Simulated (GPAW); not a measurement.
**How TiO2 (Anatase) absorbs and reflects light**

Aim: the dielectric function of TiO2 (Anatase), and the optical constants that follow from it.

Calculated with GPAW 26.7.0; DFT, PBE, plane-wave PAW (GPAW data sets), scalar-relativistic, RPA, optical limit.

## 1. The structure

It takes space group I4_1/amd (No. 141, tetragonal). The conventional cell has a = 3.784 Å, b = 3.784 Å, c = 9.515 Å, α = 90.00°, β = 90.00°, γ = 90.00°. Nearest to Ti lie 6 O at 1.93 to 1.98 Å. Nearest to O lie 3 Ti at 1.93 to 1.98 Å. Farther neighbours and most contacts between anions are not listed.

## 2. Ground state

The self-consistent density comes first; it also tells whether there is a gap, which decides the occupations and the need for a Drude term.

This step: DFT, PBE, plane-wave PAW (GPAW data sets), scalar-relativistic, ground state (GPAW 26.7.0).

gs.py

```python
from ase import Atoms
from ase.dft.bandgap import bandgap
from gpaw import GPAW, PW, FermiDirac

atoms = Atoms(['Ti', 'Ti', 'O', 'O', 'O', 'O'],
              cell=[[-1.892100000000, 1.892100000000, 4.757300000000],
                    [1.892100000000, -1.892100000000, 4.757300000000],
                    [1.892100000000, 1.892100000000, -4.757300000000]],
              scaled_positions=[[0.750000000000, 0.250000000000, 0.500000000000],
                                [0.000000000000, 0.000000000000, 0.000000000000],
                                [0.791900000000, 0.791900000000, 0.000000000000],
                                [0.541900000000, 0.041900000000, 0.500000000000],
                                [0.958100000000, 0.458100000000, 0.500000000000],
                                [0.208100000000, 0.208100000000, 0.000000000000]],
              pbc=[True, True, True])
atoms.calc = GPAW(mode=PW(400), xc='PBE', kpts={'size': (8, 8, 8), 'gamma': True},
                  occupations=FermiDirac(0.05), maxiter=150, txt='gs.txt')
print('energy (eV)', atoms.get_potential_energy())
print('Fermi level (eV)', atoms.calc.get_fermi_level())
print('valence electrons', atoms.calc.get_number_of_electrons())
print('gap (eV)', bandgap(atoms.calc, output=None)[0])
print('direct gap (eV)', bandgap(atoms.calc, direct=True, output=None)[0])
atoms.calc.write('gs.gpw')
```

Command:

```bash
OMP_NUM_THREADS=1 python gs.py
```

Numbers of over 12 decimals in the logs are rounded to 6 here.

What it wrote:

```text
__  _  _
 | _ |_)|_||  |
 |__||  | ||/\| - 26.7.0

Versions:
  Python: 3.12.14
  ASE:    3.29.0
  Numpy:  2.5.5
  Scipy:  1.18.1
  Libxc:  7.0.0

Input parameters:
  mode=PW(ecut=400.0),
  kpts=MonkhorstPack(size=(8, 8, 8), gamma=True),
  maxiter=150,
  occupations=Occupations(name='fermi-dirac', width=0.05, fixmagmom=False),
  xc=XC(name='PBE')

Diagonalizing LCAO Hamiltonian
Converting LCAO to pw mode

       O

         O

         Ti

       O O

       Ti

Atoms  # Å, Bohr magnetons
|   | symbol |         x |         y |        z |    initial magnetic moments |
| 0 |     Ti |  0.000000 |  1.892100 | 2.378650 | ( 0.0000,  0.0000,  0.0000) |
| 1 |     Ti |  0.000000 |  0.000000 | 0.000000 | ( 0.0000,  0.0000,  0.0000) |
| 2 |      O | -0.000000 |  0.000000 | 7.534612 | ( 0.0000,  0.0000,  0.0000) |
| 3 |      O |  0.000000 |  1.892100 | 0.398662 | ( 0.0000,  0.0000,  0.0000) |
| 4 |      O |  0.000000 |  1.892100 | 4.358638 | ( 0.0000,  0.0000,  0.0000) |
| 5 |      O |  0.000000 | -0.000000 | 1.979988 | ( 0.0000,  0.0000,  0.0000) |

Unit cell  # Å
| periodic |         x |         y |         z |  lengths |     angles |
|      yes | -1.892100 |  1.892100 |  4.757300 | 5.458204 | 139.434593 |
|      yes |  1.892100 | -1.892100 |  4.757300 | 5.458204 | 139.434593 |
|      yes |  1.892100 |  1.892100 | -4.757300 | 5.458204 |  58.712803 |

Number of symmetries: 8
Symmetry operations  # r_c * U_cc + t_c -> r_c
|   | kind |            matrix            |
| 0 |  σ   |  1, 1, 1,  0, 0,-1,  0,-1, 0 |
| 1 |  E   |  1, 0, 0,  0, 1, 0,  0, 0, 1 |
| 2 |  C2  |  0, 1, 0,  1, 0, 0, -1,-1,-1 |
| 3 |  S4  |  0, 0, 1, -1,-1,-1,  0, 1, 0 |
| 4 |  σ   |  0, 0,-1,  1, 1, 1, -1, 0, 0 |
| 5 |  C2  |  0,-1, 0, -1, 0, 0,  0, 0,-1 |
| 6 |  C2  | -1, 0, 0,  0,-1, 0,  1, 1, 1 |
| 7 |  S4  | -1,-1,-1,  0, 0, 1,  1, 0, 0 |

BZ-sampling:
  Number of BZ points: 512
  Number of IBZ points: 59

  Monkhorst-Pack size: [8, 8, 8]
  Monkhorst-Pack shift: [0.0625, 0.0625, 0.0625]

K-points  # in reciprocal-cell coordinates
|     |                                coordinates |     weight |
|   0 | (  0.00000000,   0.00000000,   0.00000000) | 0.00195312 |
|   1 | (  0.12500000,  -0.12500000,   0.00000000) | 0.00781250 |
|   2 | (  0.12500000,  -0.12500000,   0.12500000) | 0.00781250 |
|   3 | (  0.12500000,   0.00000000,   0.00000000) | 0.01562500 |
|   4 | (  0.12500000,   0.12500000,  -0.12500000) | 0.00390625 |
|   5 | (  0.25000000,  -0.25000000,   0.00000000) | 0.00781250 |
|   6 | (  0.25000000,  -0.25000000,   0.12500000) | 0.01562500 |
|   7 | (  0.25000000,  -0.25000000,   0.25000000) | 0.00781250 |
|   8 | (  0.25000000,  -0.12500000,   0.00000000) | 0.03125000 |
|   9 | (  0.25000000,  -0.12500000,   0.12500000) | 0.01562500 |
| ... |                                            |            |
|  58 | (  0.50000000,   0.50000000,   0.50000000) | 0.00195312 |

Plane wave coefficients: 1256
Cutoff: 400.0 eV

Spin-components: 1 (collinear spins)
Bands:           33
Projectors:      32
Spin-degeneracy: 2
Datatype:        complex128

Parallelization:
  kpt:    1
  domain: 1
  band:   1

Density:
  Valence electrons: 48.0
  Components: 1
  Grid points: [27 27 27]
  Charge: 0.0  # |e|

Potential:
  Grid points: [27 27 27]

species:
  Ti:
    name:    Titanium
    id:
    Z:       22.0
    valence: 12
    core:    10
    charge:  0.0  # [|e|]
    compensation charges:
      type: gauss
      rc: 0.38  # [Å]
      lmax: 2
    cutoffs:
      filter: 2.23  # [Å]
      core: 1.02  # [Å]
    projectors
    | kind |    occ | energy [eV] | rcut [Å] |
    |   3s |  2.000 |     -62.623 |    1.270 |
    |   4s |  2.000 |      -4.466 |    1.270 |
    |   3p |  6.000 |     -38.862 |    1.058 |
    |   4p |  0.000 |      -1.466 |    1.058 |
    |   3d |  2.000 |      -4.258 |    1.058 |
    |    d |        |      22.953 |    1.058 |

    Using partial waves for Ti as LCAO basis

  O:
    name:    Oxygen
    id:
    Z:       8.0
    valence: 6
    core:    2
    charge:  0.0  # [|e|]
    compensation charges:
      type: gauss
      rc: 0.21  # [Å]
      lmax: 2
    cutoffs:
      filter: 1.17  # [Å]
      core: 0.83  # [Å]
    projectors
    | kind |    occ | energy [eV] | rcut [Å] |
    |   2s |  2.000 |     -23.961 |    0.688 |
    |   2p |  4.000 |      -9.029 |    0.598 |
    |    s |        |       3.251 |    0.688 |
    |    p |        |      18.182 |    0.598 |
    |    d |        |       0.000 |    0.619 |

    Using partial waves for O as LCAO basis

Reference energy: -54611.437768  # eV

eigensolver:
  PPCG
  Converge bands: occupied
  niter=2

density mixing:
  MSR1-Mixer
  Pratt-step length: 0.05
  Maximum mixing coefficient: 0.75
  Old densities: 10
  SVD Regularization: 0.005
  Good broyden scale: 1.0
  Trust region scale: 1.0
  Backstep threshold: 4.0
  History deletion threshold: 6.0
  Fourier metric: weight=20.0, sigma=0.015

occupation numbers:
  Fermi-Dirac:
    width: 0.0500  # eV

poisson solver:
  ecut: 3200.0  # eV

xc functional:
  name: PBE with 2 nearest neighbor stencil

convergence criteria:
- Maximum [total energy] change in last 3 cyles: 0.0005 eV / valence electron
- Maximum integral of absolute [dens]ity change: 0.0001 electrons / valence electron
- Maximum integral of absolute [eigenst]ate change: 4e-08 eV^2 / valence electron
maximum number of iterations: 150

SCF iterations
|iter     |      energy | eigst |  dens |
|iter:   1||  -52.225818 | -0.30 |       |
|iter:   2||  -49.833378 | -1.43 | -0.82 |
|iter:   3||  -45.105205 | -0.05 | -0.88 |
|iter:   4||  -44.834599 | -1.26 | -1.39 |
|iter:   5||  -44.811570 | -1.97 | -1.58 |
|iter:   6||  -44.796782 | -3.14 | -2.16 |
|iter:   7||  -44.796923c| -3.80 | -2.84 |
|iter:   8||  -44.796906c| -5.01 | -3.26 |
|iter:   9||  -44.796904c| -5.74 | -3.74 |
|iter:  10||  -44.796907c| -7.03 | -4.07c|
|iter:  11||  -44.796908c| -8.30c| -4.86c|

Converged in 11 steps
SCF loop duration: 75.291 s (6.845 s/step)
Energy contributions relative to reference atoms: (reference = -54611.437768)

Energy contributions:
  Kinetic:          22.474734
  Coulomb:         -25.599062
  Zero:              0.110830
  External:          0.000000
  Xc:              -41.783409
  Entropy:          -0.000000
  Spinorbit:         0.000000
  ----------------------------
  Free energy:     -44.796908
  Extrapolated:    -44.796908

dipole moment: (-26.740784, -6.892856, 11.579520)  # |e|*Ang

Fermi level: 5.151
Eigenvalues  # (at kpt = [0.000, 0.000, 0.000])
| band index |      eig [eV] | occ [0-2] |
|          0 |       -52.147 |     2.000 |
|        ... |               |           |
|         16 |         2.087 |     2.000 |
|         17 |         2.087 |     2.000 |
|         18 |         2.141 |     2.000 |
|         19 |         3.441 |     2.000 |
|         20 |         3.441 |     2.000 |
|         21 |         3.484 |     2.000 |
|         22 |         3.692 |     2.000 |
|         23 |         3.693 |     2.000 |
|         24 |         6.317 |     0.000 |
|         25 |         7.066 |     0.000 |
|         26 |         8.217 |     0.000 |
|         27 |         8.217 |     0.000 |
|         28 |         8.241 |     0.000 |
|         29 |         8.241 |     0.000 |
|         30 |         9.222 |     0.000 |
|         31 |         9.519 |     0.000 |
|         32 |        10.524 |     0.000 |

Gap: 2.196 eV
Transition (v -> c):
  (s=0, k=15, n=23, [0.38, -0.38, 0.00]) -> (s=0, k=0, n=24, [0.00, 0.00, 0.00])
Direct/indirect transitions are different
Direct gap: 2.490 eV
Transition at: (s=0, k=34, n=23, [0.38, 0.38, -0.38])

--- standard output ---
energy (eV) -44.796908
Fermi level (eV) 5.151466
valence electrons 48.0
gap (eV) 2.196176
direct gap (eV) 2.489856
```

Elapsed: 85 s, on 1 thread of Arm Neoverse V2, shared host; peak memory 0.22 GiB.

Read-outs, printed or worked out from the files:

| Property | Result |
| --- | --- |
| energy | -44.80 eV |
| Fermi energy | 5.151 eV |
| gap on the k-mesh | 2.196 eV |
| direct gap on the mesh | 2.490 eV |
| electrons | 48 |

There is a gap, 2.20 eV on this mesh (points off the mesh can give less), so no carriers' term is needed.

## 3. Bands for the response

At the fixed density, many empty bands are solved on the mesh of the response, since the spectrum sums over them.

This step: DFT, PBE, plane-wave PAW (GPAW data sets), scalar-relativistic, bands at fixed density (GPAW 26.7.0).

nscf.py

```python
from ase.dft.bandgap import bandgap
from gpaw import GPAW, FermiDirac

calc = GPAW('gs.gpw').fixed_density(kpts={'size': (10, 10, 10), 'gamma': True}, nbands=54, convergence={'bands': 48},
                                    occupations=FermiDirac(0.001), txt='nscf.txt')
print('gap (eV)', bandgap(calc, output=None)[0])
print('direct gap (eV)', bandgap(calc, direct=True, output=None)[0])
print('top band over the Fermi level (eV)', min(calc.get_eigenvalues(kpt=k)[47] for k in range(len(calc.get_ibz_k_points()))) - calc.get_fermi_level())
calc.write('full.gpw', mode='all')
```

Command:

```bash
OMP_NUM_THREADS=1 python nscf.py
```

What it wrote:

```text
Diagonalizing LCAO Hamiltonian
Converting LCAO to pw mode
convergence criteria:
- Maximum integral of absolute [eigenst]ate change: 4e-08 eV^2 / valence electron
maximum number of iterations: 150

SCF iterations
|iter     |      energy | eigst |  dens |
|iter:   1||             | +2.30 |       |
|iter:   2||             | +1.23 |       |
|iter:   3||             | -0.04 |       |
|iter:   4||             | -1.19 |       |
|iter:   5||             | -2.22 |       |
|iter:   6||             | -3.29 |       |
|iter:   7||             | -4.29 |       |
|iter:   8||             | -5.38 |       |
|iter:   9||             | -6.35 |       |
|iter:  10||             | -7.31 |       |
|iter:  11||             | -7.94c|       |
SCF steps: 11
  __  _  _
 | _ |_)|_||  |
 |__||  | ||/\| - 26.7.0

Versions:
  Python: 3.12.14
  ASE:    3.29.0
  Numpy:  2.5.5
  Scipy:  1.18.1
  Libxc:  7.0.0

Input parameters:
  mode=PW(ecut=400.0),
  convergence={'bands': 48},
  gpts=array([27, 27, 27]),
  kpts=MonkhorstPack(size=(10, 10, 10), gamma=True),
  maxiter=150,
  nbands=54,
  occupations=Occupations(name='fermi-dirac', width=0.001, fixmagmom=False),
  parallel={},
  xc=XC(name='PBE')

--- standard output ---
gap (eV) 2.168666
direct gap (eV) 2.473707
top band over the Fermi level (eV) 20.300278
```

Wall time 3.2 min (1 thread); peak memory 0.33 GiB.

This step gave:

- gap on the k-mesh: 2.169 eV
- direct gap on the mesh: 2.474 eV

## 4. Dielectric function, RPA

Local fields let the induced charge screen the field inside the cell, which as a rule lowers ε, most along directions where the density is uneven.

This step: DFT, PBE, plane-wave PAW (GPAW data sets), scalar-relativistic, RPA, optical limit (GPAW 26.7.0).

df.py

```python
from gpaw.response.df import DielectricFunction

df = DielectricFunction('full.gpw', frequencies={'type': 'nonlinear', 'domega0': 0.03, 'omega2': 8},
                        ecut=50,
                        eta=0.15,
                        nbands=48,
                        txt='df.txt')
for direction in ['x', 'z']:
    df.get_dielectric_function(xc='RPA', direction=direction, filename=f'df_{direction}.csv')
```

Command:

```bash
OMP_NUM_THREADS=1 python df.py
```

What it wrote:

```text
Using integrator: PointIntegrator
NonLinearFrequencyDescriptor(from 0.000 to 80.325 eV, 520 points)
Nonperiodic BCs:  [False False False]
Using integrator: PointIntegrator
NonLinearFrequencyDescriptor(from 0.000 to 80.325 eV, 520 points)
Nonperiodic BCs:  [False False False]

Calculating chi0 body with:
    Ground state adapter containing:
    Number of spins: 1
    Number of kpoints: 1000
    Number of irreducible kpoints: 102
    Number of completely occupied states: 24
    Number of partially occupied states: 24

    Linear response parametrization:
    q_c: [0.0, 0.0, 0.0]
    Number of frequency points: 520
    Planewave cutoff: 50.0
    Number of bands: 48
    Number of planewaves: 53
    Broadening (eta): 0.15

Integrating chi0 body.

Symmetries of q_c:
    Direct symmetries (Uq -> q): 8
    Indirect symmetries (TUq -> q): 8
In total 16 allowed symmetries.

102 groups of equivalent kpoints. 89.8% reduction.

Integral kind: spectral function

Calculating chi0 optical extensions with:
    Ground state adapter containing:
    Number of spins: 1
    Number of kpoints: 1000
    Number of irreducible kpoints: 102
    Number of completely occupied states: 24
    Number of partially occupied states: 24

    Linear response parametrization:
    Number of frequency points: 520
    Planewave cutoff: 50.0
    Number of bands: 48
    Number of planewaves: 53
    Broadening (eta): 0.15
Integrating chi0 head and wings.

Symmetries of q_c:
    Direct symmetries (Uq -> q): 8
    Indirect symmetries (TUq -> q): 8
In total 16 allowed symmetries.

102 groups of equivalent kpoints. 89.8% reduction.

Integral kind: spectral function wings
```

It took 46 s on 1 thread; peak memory 0.3 GiB.

Read-outs, printed or worked out from the files:

```
electronic dielectric constant ε∞, mean over x, y and z (by symmetry where fewer were run) : 5.929
```

Some rows of df_x.csv (energy; Re and Im without local fields; Re and Im with them):

```text
0.000000, 6.208356, -0.000000, 6.093170, 0.000000
0.555532, 6.279669, 0.039619, 6.161885, 0.038153
1.143969, 6.534142, 0.095196, 6.406595, 0.091380
1.768324, 7.125598, 0.211192, 6.972458, 0.201251
2.431988, 8.658064, 1.011626, 8.423416, 0.949606
3.138794, 9.189952, 3.095131, 8.948329, 2.840882
3.893091, 7.077402, 7.851405, 7.446554, 7.434563
4.699832, 4.214279, 6.848634, 4.434287, 6.911973
5.564682, 0.577605, 4.890753, 0.535818, 5.328869
6.494155, 2.305577, 5.026034, 2.103251, 5.159975
7.495775, -0.683046, 5.837254, -0.856269, 5.874458
8.578281, -0.228165, 2.651298, -0.505468, 2.706143
9.751884, -0.503553, 1.688580, -0.686351, 1.611174
11.028587, 0.154960, 1.200769, 0.006856, 1.086075
12.422601, 0.419529, 1.126131, 0.331169, 0.983820
13.950874, 0.728467, 1.017339, 0.730597, 0.872920
15.633783, 0.797806, 1.221190, 0.809466, 1.142544
17.496047, 0.706552, 1.116533, 0.675857, 1.029299
19.567954, 0.856592, 1.250130, 0.856275, 1.004704
```

The Im ε has structure finer than the step of the table below, so its rows give means over 1 eV, whole bins alone (the curve runs from 0 to 20.2 eV). Peaks (eV: height): E ∥ x 4.2: 8.07, 5.0: 8.24, 7.4: 6.18; E ∥ z 3.6: 6.87, 4.2: 7.27, 5.9: 4.19, 8.1: 8.02.

Sum at mesh points, not converged in k; values under the direct gap are tails of Lorentzian lines. The Im ε by photon energy; means over each step:

```csv
photon energy (eV),E ∥ x,E ∥ z
1,0.0798,0.0592
2,0.395,0.197
3,2.85,2.40
4,7.17,6.34
5,7.18,3.66
6,4.60,3.41
7,5.59,4.57
8,3.85,7.47
9,2.60,5.65
10,1.57,2.15
11,1.13,0.873
12,1.05,0.670
13,0.885,0.699
14,0.872,0.890
15,0.979,1.12
16,1.08,0.926
17,1.04,0.927
18,0.905,0.880
19,0.926,0.926
```

The reflectivity at normal incidence has structure finer than the step of the table below, so its rows give means over 1 eV, whole bins alone (the curve runs from 0 to 20.2 eV). Peaks (eV: height): E ∥ x 5.1: 34.0, 7.6: 37.9, 9.6: 33.1; E ∥ z 3.4: 31.0, 10.2: 55.5.

Sum at mesh points, not converged in k. The reflectivity at normal incidence by photon energy; means over each step:

```csv
photon energy (eV),E ∥ x (%),E ∥ z (%)
1,18.7,17.1
2,21.5,19.2
3,26.4,26.3
4,31.1,28.4
5,31.8,18.9
6,24.3,18.1
7,29.3,22.8
8,34.8,34.2
9,30.6,41.9
10,27.4,54.3
11,17.0,46.0
12,10.7,19.6
13,7.18,6.20
14,4.97,5.27
15,4.91,7.27
16,6.08,6.17
17,6.35,5.36
18,5.40,4.90
19,4.61,4.60
```

The Im ε, E ∥ x has structure finer than the step of the table below, so its rows give means over 0.5 eV, whole bins alone (the curve runs from 0 to 20.2 eV). Peaks (eV: height): without local fields 4.16: 8.16, 4.98: 8.08, 7.38: 6.17; with local fields 4.20: 8.07, 4.98: 8.24, 7.38: 6.18.

Sum at mesh points, not converged in k; values under the direct gap are tails of Lorentzian lines. Im ε, E ∥ x against photon energy; means over each step:

```csv
photon energy (eV),without local fields,with local fields
0.5,0.0357,0.0344
1.0,0.0801,0.0770
1.5,0.151,0.144
2.0,0.325,0.308
2.5,1.28,1.20
3.0,2.99,2.76
3.5,5.67,5.18
4.0,7.94,7.65
4.5,6.99,7.07
5.0,7.56,7.75
5.5,5.29,5.71
6.0,4.04,4.25
6.5,4.99,5.11
7.0,5.44,5.48
7.5,5.50,5.50
8.0,3.71,3.74
8.5,2.79,2.89
9.0,2.75,2.70
9.5,2.08,2.00
10.0,1.62,1.54
10.5,1.39,1.28
11.0,1.23,1.11
11.5,1.19,1.05
12.0,1.25,1.09
12.5,1.12,0.972
13.0,1.03,0.870
13.5,1.04,0.868
14.0,1.02,0.874
14.5,1.01,0.888
15.0,1.06,0.979
15.5,1.18,1.09
16.0,1.11,1.03
16.5,1.22,1.11
17.0,1.11,1.02
17.5,1.10,1.01
18.0,0.991,0.893
18.5,0.991,0.857
19.0,1.10,0.920
19.5,1.24,1.00
```

Sum at mesh points, not converged in k; values under the direct gap are tails of Lorentzian lines. Table of loss function −Im 1/ε at q → 0 by energy loss; read off at these points:

```csv
energy loss (eV),E ∥ x,E ∥ z
0.00,0,0
0.50,9.0e-4,8.2e-4
1.00,0.00190,0.00171
1.50,0.00318,0.00278
2.00,0.00537,0.00428
2.50,0.0160,0.00692
3.00,0.0341,0.0149
3.50,0.0448,0.0628
4.00,0.0736,0.0856
4.50,0.106,0.158
5.00,0.109,0.183
5.50,0.173,0.131
6.00,0.205,0.163
6.50,0.166,0.115
7.00,0.183,0.102
7.50,0.167,0.106
8.00,0.245,0.119
8.50,0.345,0.148
9.00,0.332,0.156
9.50,0.413,0.150
10.00,0.607,0.205
10.50,0.751,0.310
11.00,0.906,0.510
11.50,0.908,1.19
11.63,0.959,1.34
12.00,0.791,1.46
12.26,0.852,1.56
12.50,0.918,1.29
13.00,0.853,0.899
13.50,0.740,0.699
14.00,0.666,0.730
14.50,0.592,0.552
15.00,0.561,0.673
15.50,0.538,0.712
16.00,0.595,0.791
16.50,0.614,0.657
17.00,0.638,0.652
17.50,0.680,0.649
17.72,0.700,0.675
18.00,0.699,0.695
18.50,0.616,0.580
19.00,0.565,0.565
19.50,0.572,0.535
20.00,0.565,0.545
```

Optical constants at common wavelengths, from n + ik = √ε:

```csv
wavelength (nm),n x,k x,R (%) x,1/α x,n z,k z,R (%) z,1/α z
1550,2.50,0.012,18.3,11 µm,2.39,0.009,16.8,14 µm
633,2.69,0.050,21.1,1.0 µm,2.54,0.034,18.9,1.5 µm
532,2.86,0.114,23.2,372 nm,2.64,0.053,20.3,794 nm
450,3.02,0.367,25.8,98 nm,2.84,0.113,23.1,318 nm
405,2.97,0.458,25.7,70 nm,3.13,0.270,26.9,119 nm
308,2.89,1.341,31.7,18 nm,2.67,1.132,27.6,22 nm
193,1.98,1.279,24.7,12 nm,2.10,0.697,16.8,22 nm
```

Below the direct gap, k and the depth come from the tails of the Lorentzian lines, not from transitions.

Rows near the edge hang on the gap, which this functional as a rule makes too small, and phonon-assisted absorption is left out.

## 5. What came out

```json
{"electronic dielectric constant ε∞, mean over x, y and z (by symmetry where fewer were run) (RPA)": "5.93"}
```

At this level (PBE, RPA) TiO2 has a mean ε∞ = 5.93 and n = 2.50 at 1550 nm (E ∥ x). On the mesh the gap is 2.17 eV and the least direct gap 2.47 eV, so on this mesh the band edges lie at different points. Local fields change the static value along x from 6.21 to 6.09 (-2 %). The static values by axis are 6.09 (x), 5.60 (z). Excitons and phonon-assisted transitions are missing; PBE gaps are as a rule too small, which pulls the onset down and ε∞ up. The curves end at 20 eV, about where the summed bands run out. In this version of GPAW the matrix elements of the optical limit are incomplete, which can lower ε − 1 by up to a tenth where first-row anions or d states rule, and shift it by more in d metals. The sum runs over mesh points 0.23 Å⁻¹ apart with no interpolation, so peaks are partly noise of the mesh and static values carry its error.

[Machine, clock and banner lines and Python warnings are left out of the logs.]

[Logs are printed without paths, hosts, clocks, repeated set-up lines and the standing remarks that a program may print on its own settings, such as how far it seeks lower states.]

[Hosts, paths, dates, database ids (printed as entryN), source tags and the programs' standing remarks are cut or masked in the printed files.]
